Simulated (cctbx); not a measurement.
**Sc16Al6In7: as given, inverted or twinned?**

Space group Amm2 (no. 38), a = 10.4010 Å, b = 14.4990 Å, c = 8.5200 Å, α = 90.00°, β = 90.00°, γ = 90.00°.

```csv
atom,mult.,x,y,z,Ueq (Å²)
In1,8,0.7079,0.3581,0.6339,0.0199
In2,2,1/2,0,0.5760,0.0235
In3,4,1/2,0.2154,0.2194,0.0228
Sc1,8,0.8404,0.3041,0.3067,0.0304
Sc2,2,1/2,0,0.2315,0.0379
Sc3,4,1/2,0.3856,0.3892,0.0420
Sc4,4,0,0.6308,0.6263,0.0283
Sc5,8,0.3386,0.1630,0.4949,0.0304
Sc6,4,0.1674,0,0.3914,0.0373
Sc7,2,0,0,0.7291,0.0342
Al1,4,0,0.8353,0.5014,0.0453
Al2,4,0.2326,0,0.9991,0.0520
Al3,4,0.2947,0,0.7190,0.0494
```

This is a model crystal, built by substitution and not relaxed, with assumed displacement parameters.

Data sets are simulated with cctbx and refined with Bijvoet mates kept apart; Flack x is then fitted as the share of an inverted twin with the atoms fixed, Hooft y from the Bijvoet differences. The group is acentric but holds improper operations, so there is an absolute structure (orientation) and no hand.

Untwinned crystal. What Flack and Hooft values should come out?

```
  λ (Å)  extinction (unmodelled)  d min (Å)  top counts  error (%)     model      R1  Flack x  s.u.  Hooft y   s.u.  pairs
0.71073                      0.3       0.77       70000          2  as given  0.0102     0.05  0.03    0.023  0.028    745
0.71073                      0.3       0.77       70000          2  inverted  0.0131     0.95  0.03    0.978  0.028    745
1.54184                      0.3       0.83       20000          4  as given  0.0169     0.03  0.02   -0.008  0.020    594
```

With Mo Kα, x is within 3 s.u. of 0, so the absolute structure is right. With Cu Kα, x is within 3 s.u. of 0, so the absolute structure is right. Inverting the model turns x into about 1 − x.

A further crystal gives:

| λ (Å) | extinction (unmodelled) | d min (Å) | top counts | error (%) | model | R1 | Flack x | s.u. | Hooft y | s.u. | pairs |
| --- | --- | --- | --- | --- | --- | --- | --- | --- | --- | --- | --- |
| 0.71073 | 0 | 0.8 | 40000 | 2 | as given | 0.0097 | 0.56 | 0.03 | 0.507 | 0.032 | 667 |

**Question.** What is it?

It was simulated as an inversion twin with a fraction 0.5 of the inverted domain. Flack x is over 3 s.u. from both 0 and 1 and reads that fraction.

[Logs are printed without paths, hosts, clocks, repeated set-up lines and the standing remarks that a program may print on its own settings, such as how far it seeks lower states.]
